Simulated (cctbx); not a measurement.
**From intensities to atoms**

Cell a = 3.9100 Å, b = 3.9100 Å, c = 7.4440 Å, α = 90.00°, β = 90.00°, γ = 90.00°; space group P4/nmm (no. 129, origin choice 1); content La2 Fe2 P2.

Simulated single-crystal data (cctbx): Cu Kα, λ = 1.54184 Å, to d = 0.83 Å, 95 % of the full sphere, strongest reflection 5000 counts, noise from counting, a 1.5 % proportional error and a noise floor of 8 counts (s.d.); no absorption.

Charge flipping in P1 on normalised amplitudes to 0.83 Å, δ = 1.1 σ, 30 % of the reflections treated as weak, 150 cycles:

```text
cycle      R  skewness
    0  0.508     0.14
   12  0.445     1.58
   24  0.423     2.75
   36  0.425     2.77
   48  0.434     2.54
   60  0.416     2.78
   72  0.426     2.81
   84  0.413     2.70
   96  0.435     2.69
  108  0.414     2.70
  120  0.425     2.72
  132  0.406     2.84
  144  0.429     3.13
origin shift          correlation  skewness
 0.109  0.884  0.432      0.845      4.47
 0.117  0.398  0.435      0.816      2.09
 0.161  0.415  0.131      0.825      1.46
 0.098  0.870  0.136      0.791      1.62
taken: symmetry correlation 0.845, skewness 4.47
peak      x       y       z  mult  height/sigma
Q1    0.0000  0.5000  0.1956    2     14.0
Q2    0.0000  0.0000  0.5000    2      8.3
Q3    0.0000  0.5000  0.6696    2      3.9
Q4    0.0000  0.5000  0.3923    2      2.9
Q5    0.0000  0.0000  0.1045    4      1.8
Q6    0.0000  0.5000  0.9451    2      1.7
Q7    0.0000  0.2083  0.6090    8      1.5
Q8    0.1446  0.1446  0.0000    8      1.3
```

The origin is taken among those within 0.04 of the best correlation, by the skewness of the map.

It took 0.28 s on 1 thread of Arm Neoverse V2, with other jobs on the host, peak memory 0.07 GiB.

Q: Assign the peaks.

Heights go roughly as Z and multiplicities must add up to the content. First model: Q1 = La1 (2 in the cell, height 14.0), Q2 = Fe1 (2 in the cell, height 8.3) and Q3 = P1 (2 in the cell, height 3.9). Against the true structure, Q1 is La, Q2 is Fe and Q3 is P; the other peaks are not atoms.

Least squares on F², isotropic:

```text
Rint 0.028, 83 unique reflections to 0.84 A
cycle     R1     wR2    GooF  max shift (A)
   1  0.1642  0.3188  20.982   0.07188
   2  0.0082  0.0145   0.955   0.00000
final R1 0.0082 wR2 0.0145 GooF 0.955  parameters 5  data/parameter 16.6
atom        x        y        z      Ueq    occ   su(xyz)  su(Uiso or U11)
La1    0.00000  0.50000  0.18879   0.0041  1.000  0.00005  0.0001
Fe1    0.00000  0.00000  0.50000   0.0059  1.000  0.00000  0.0002
P1     0.00000  0.50000  0.65994   0.0069  1.000  0.00019  0.0003
difference map: max 0.35 min -0.52 rms 0.10
Q1    0.1616  0.3384  0.1156    8    0.36  1.05 A from La1
Q2    0.0000  0.5000  0.8395    2    0.31  1.34 A from P1
Q3    0.0000  0.5000  0.1125    2    0.30  0.57 A from La1
Q4    0.1783  0.3217  0.8654    8    0.28  1.82 A from P1
Q5    0.0000  0.5000  0.2498    2    0.23  0.45 A from La1
```

Anisotropic refinement:

```text
Rint 0.028, 83 unique reflections to 0.84 A
cycle     R1     wR2    GooF  max shift (A)
   1  0.0082  0.0145   0.974   0.00004
   2  0.0077  0.0133   0.891   0.00000
final R1 0.0077 wR2 0.0133 GooF 0.891  parameters 8  data/parameter 10.4
atom        x        y        z      Ueq    occ   su(xyz)  su(Uiso or U11)
La1    0.00000  0.50000  0.18879   0.0041  1.000  0.00004  0.0001
Fe1    0.00000  0.00000  0.50000   0.0059  1.000  0.00000  0.0003
P1     0.00000  0.50000  0.65993   0.0068  1.000  0.00018  0.0004
difference map: max 0.35 min -0.30 rms 0.10
Q1    0.1597  0.3403  0.1163    8    0.36  1.04 A from La1
Q2    0.1794  0.3206  0.8626    8    0.28  1.81 A from P1
Q3    0.0000  0.5000  0.8440    2    0.25  1.37 A from P1
Q4    0.0000  0.1233  0.6558    8    0.24  1.26 A from Fe1
Q5    0.2453  0.2547  0.3851    8    0.24  1.45 A from P1
Q6    0.0000  0.3237  0.3264    8    0.22  1.23 A from La1
```

**Reading.** The refinement ends at R1 = 0.0077, wR2 = 0.0133, GooF = 0.89, with difference density between -0.30 and 0.35 e/Å³. Every site matches the true model in element, within 0.001 Å r.m.s., up to an allowed shift of origin.

True model:

```
atom  mult.    x    y       z  Ueq (Å²)
 La1      2    0  1/2  0.3112    0.0043
 Fe1      2  1/2  1/2       0    0.0056
  P1      2    0  1/2  0.8399    0.0068
```

This is a model crystal, built by substitution and not relaxed, with assumed displacement parameters.

[Middle refinement cycles are left out of these outputs.]

[Logs are printed without paths, hosts, clocks, repeated set-up lines and the standing remarks that a program may print on its own settings, such as how far it seeks lower states.]
